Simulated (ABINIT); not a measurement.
# InF3 (R-3c): RPA correlation energy against the basis, part 2 of 2

How does the RPA correlation energy of InF3 (R-3c) approach its basis limit?

ABINIT 10.8.3; LDA and many-body steps on it, plane waves.

So far. Step 2 (Empty states on the mesh, 2×2×2 mesh, 413 bands): On this mesh the gap is 3.997 eV. Step 3 (RPA energy: 2×2×2 mesh, 90 bands, screening to 43.5 eV): Local fields lower ε∞ by 3 %. On a Γ-centred mesh this coarse the value itself is usually too large, while a short band sum pulls it down.

## Step 5: RPA energy: 2×2×2 mesh, 257 bands, screening to 108.8 eV

Level of this step: RPA screening on LDA, plane waves, norm-conserving pseudopotentials (ABINIT).

Contents of run.abi:

```
acell 3*1.0 Angstrom
rprim 
  2.602141182914 1.502346912402 4.907506134507
  -2.602141182914 1.502346912402 4.907506134507
  0.000000000000 -3.004693824873 4.907506134486
ntypat 2
znucl 49 9
natom 8
typat 1 1 2 2 2 2 2 2
xred 
  0.500000000000 0.500000000000 0.500000000000
  -0.000000000000 0.000000000000 0.000000000000
  0.395709220000 0.750000000000 0.104290780000
  0.750000000000 0.104290780000 0.395709220000
  0.895709220000 0.604290780000 0.250000000000
  0.250000000000 0.895709220000 0.604290780000
  0.604290780000 0.250000000000 0.895709220000
  0.104290780000 0.395709220000 0.750000000000
pp_dirpath "pseudos"
pseudos "In.upf, F.upf"
ecut 36
ngkpt 2 2 2
nshiftk 1
shiftk 0 0 0
kptopt 1
chksymbreak 0
istwfk *1
occopt 1
irdwfk 1
optdriver 3
nband 257
ecuteps 4
inclvkb 2
awtr 1
symchi 1
gwcalctyp 1
nfreqre 0
nfreqim 8
gwrpacorr 1
indata_prefix "in"
outdata_prefix "out"
tmpdata_prefix "tmp"
```

Run with:

```bash
$ OMP_NUM_THREADS=1 mpirun -n 4 abinit run.abi > log
```

Numbers of over 12 decimals in the logs are rounded to 6 here.

Output:

```text
.Version 10.8.3 of ABINIT. v10.8.2 released Aug 2026.

 Symmetries : space group R-3 c (#167); Bravais hR (rhombohedral)
[... echo of the input left out ...]
== DATASET  1 ==================================================================
-   mpi_nproc: 4, omp_nthreads: 1 (-1 if OMP is not activated)

--- !DatasetInfo
iteration_state: {dtset: 1, }
dimensions: {natom: 8, nkpt: 4, mband: 257, nsppol: 1, nspinor: 1, nspden: 1, mpw: 8026, }
cutoff_energies: {ecut:  36.0, pawecutdg:  -1.0, }
[...]
[... chi0 elements left out ...]
  [... further frequencies ...]

 For q-point:  0.000010 0.000020 0.000030
  dielectric constant =   2.4810
  dielectric constant without local fields =   2.6443

  Average fulfillment of the sum rule on Im[epsilon] for q-point    1 :     75.27  [%]
[... wings left out ...]
  q-point number  2        q = ( 0.500000, 0.000000, 0.000000) [r.l.u.]
--------------------------------------------------------------------------------
[... chi0 elements left out ...]
  [... further frequencies ...]

  Average fulfillment of the sum rule on Im[epsilon] for q-point    2 :     82.21  [%]

 [... 2 further q-points ...]
```

Elapsed: 95 s, on 4 MPI ranks of Arm Neoverse V2, shared host; peak memory 2.2 GiB; 6.3 min of CPU time.

Numbers from this step:

* ε∞ with local fields, on this mesh, along the program's q direction: 2.481
* the same without local fields: 2.644
* plasma frequency: 28.54 eV
* plane waves in the screening matrix: 297
* RPA correlation energy: -48.35 eV

## Step 6: RPA energy: 2×2×2 mesh, 377 bands, screening to 144.2 eV

Changes to run.abi since step 5:

```diff
@@ -30,4 +30,4 @@
 optdriver 3
-nband 257
-ecuteps 4
+nband 377
+ecuteps 5.3
 inclvkb 2
```

Output:

```text
.Version 10.8.3 of ABINIT. v10.8.2 released Aug 2026.

 Symmetries : space group R-3 c (#167); Bravais hR (rhombohedral)
[... echo of the input left out ...]
== DATASET  1 ==================================================================
-   mpi_nproc: 4, omp_nthreads: 1 (-1 if OMP is not activated)

--- !DatasetInfo
iteration_state: {dtset: 1, }
dimensions: {natom: 8, nkpt: 4, mband: 377, nsppol: 1, nspinor: 1, nspden: 1, mpw: 8026, }
cutoff_energies: {ecut:  36.0, pawecutdg:  -1.0, }
[...]
[... chi0 elements left out ...]
  [... further frequencies ...]

 For q-point:  0.000010 0.000020 0.000030
  dielectric constant =   2.4758
  dielectric constant without local fields =   2.6544

  Average fulfillment of the sum rule on Im[epsilon] for q-point    1 :     91.15  [%]
[... wings left out ...]
  q-point number  2        q = ( 0.500000, 0.000000, 0.000000) [r.l.u.]
--------------------------------------------------------------------------------
[... chi0 elements left out ...]
  [... further frequencies ...]

  Average fulfillment of the sum rule on Im[epsilon] for q-point    2 :     97.63  [%]

 [... 2 further q-points ...]
```

Run time: 4 min. Hardware: 4 MPI ranks; peak memory 4.1 GiB; 16 min of CPU time.

Numbers from this step:

```yaml
eps_infinity_with_local_fields_on_this_mesh_along_the_program_s_q_direction: 2.476
the_same_without_local_fields: 2.654
plasma_frequency: 28.54 eV
plane_waves_in_the_screening_matrix: 459
rpa_correlation_energy: -64.0649 eV
```

## Step 7: RPA energy: 2×2×2 mesh, 155 bands, screening to 136.1 eV, 2 frequencies

Changes to run.abi since step 6:

```diff
@@ -30,4 +30,4 @@
 optdriver 3
-nband 377
-ecuteps 5.3
+nband 155
+ecuteps 5
 inclvkb 2
@@ -37,3 +37,3 @@
 nfreqre 0
-nfreqim 8
+nfreqim 2
 gwrpacorr 1
```

Output:

```text
.Version 10.8.3 of ABINIT. v10.8.2 released Aug 2026.

 Symmetries : space group R-3 c (#167); Bravais hR (rhombohedral)
[... echo of the input left out ...]
== DATASET  1 ==================================================================
-   mpi_nproc: 4, omp_nthreads: 1 (-1 if OMP is not activated)

--- !DatasetInfo
iteration_state: {dtset: 1, }
dimensions: {natom: 8, nkpt: 4, mband: 155, nsppol: 1, nspinor: 1, nspden: 1, mpw: 8026, }
cutoff_energies: {ecut:  36.0, pawecutdg:  -1.0, }
[...]
[... chi0 elements left out ...]
  [... further frequencies ...]

 For q-point:  0.000010 0.000020 0.000030
  dielectric constant =   2.4644
  dielectric constant without local fields =   2.6136

  Average fulfillment of the sum rule on Im[epsilon] for q-point    1 :     51.12  [%]
[... wings left out ...]
  q-point number  2        q = ( 0.500000, 0.000000, 0.000000) [r.l.u.]
--------------------------------------------------------------------------------
[... chi0 elements left out ...]
  [... further frequencies ...]

  Average fulfillment of the sum rule on Im[epsilon] for q-point    2 :     58.55  [%]

 [... 2 further q-points ...]
```

The job ended after 66 s (4 MPI ranks; peak memory 2.5 GiB).

Numbers from this step:

- ε∞ with local fields, on this mesh, along the program's q direction: 2.464
- the same without local fields: 2.614
- plasma frequency: 28.54 eV
- plane waves in the screening matrix: 417
- RPA correlation energy: -35.92 eV

## Step 8: The rungs together

Times are wall times on 4 MPI ranks of Arm Neoverse V2, shared host, good to a factor of about two.

| bands | cutoff (eV) | plane waves | frequencies | E_c (eV/atom) | time |
| --- | --- | --- | --- | --- | --- |
| 90 | 43.5 | 71 | 8 | -1.682 | 18 s |
| 155 | 70.7 | 157 | 8 | -3.699 | 44 s |
| 257 | 108.8 | 297 | 8 | -6.044 | 95 s |
| 377 | 144.2 | 459 | 8 | -8.008 | 4 min |
| 155 | 136.1 | 417 | 2 | -4.490 | 66 s |

## Step 9: Outcome

| Property | Result |
| --- | --- |
| 2×2×2 mesh, 90 bands, screening to 43.5 eV | -1.682 eV/atom |
| 2×2×2 mesh, 155 bands, screening to 70.7 eV | -3.699 eV/atom |
| 2×2×2 mesh, 257 bands, screening to 108.8 eV | -6.044 eV/atom |
| 2×2×2 mesh, 377 bands, screening to 144.2 eV | -8.008 eV/atom |
| limit by the two highest rungs | -11.74 eV/atom |

What this shows: Rows off the diagonal of bands and cutoff are checks and stay out of the ladder. The energy is still falling: −1.964 eV/atom over the last rung. A line in cutoff^(−3/2) puts the limit near -11.74 eV/atom, 47 % beyond the top rung; the pair below gives -8.62, so the estimate is rough. The value holds the valence electrons of these pseudopotentials alone, on one mesh; differences between structures converge far faster than the total.

[Paths, hosts, dates, memory and timing lines, banners, echoed tables and standing remarks are left out of the program output.]

[Logs are printed without paths, hosts, clocks, repeated set-up lines and the standing remarks that a program may print on its own settings, such as how far it seeks lower states.]

[Runs of the session that timed out or met a known fault of the program may be left out.]

[Hosts, paths, dates, database ids (printed as entryN), source tags and the programs' standing remarks are cut or masked in the printed files.]

[G0W0 gaps are taken among the corrected bands and points alone; a level outside them can change the order at an edge.]

[Where Ansatz stands beside ABINIT at settings called matched, ABINIT's density can come from a denser mesh and the files from another edition; pairs whose starting gaps differed by over 0.03 eV were left out, so agreement reads better than it is.]
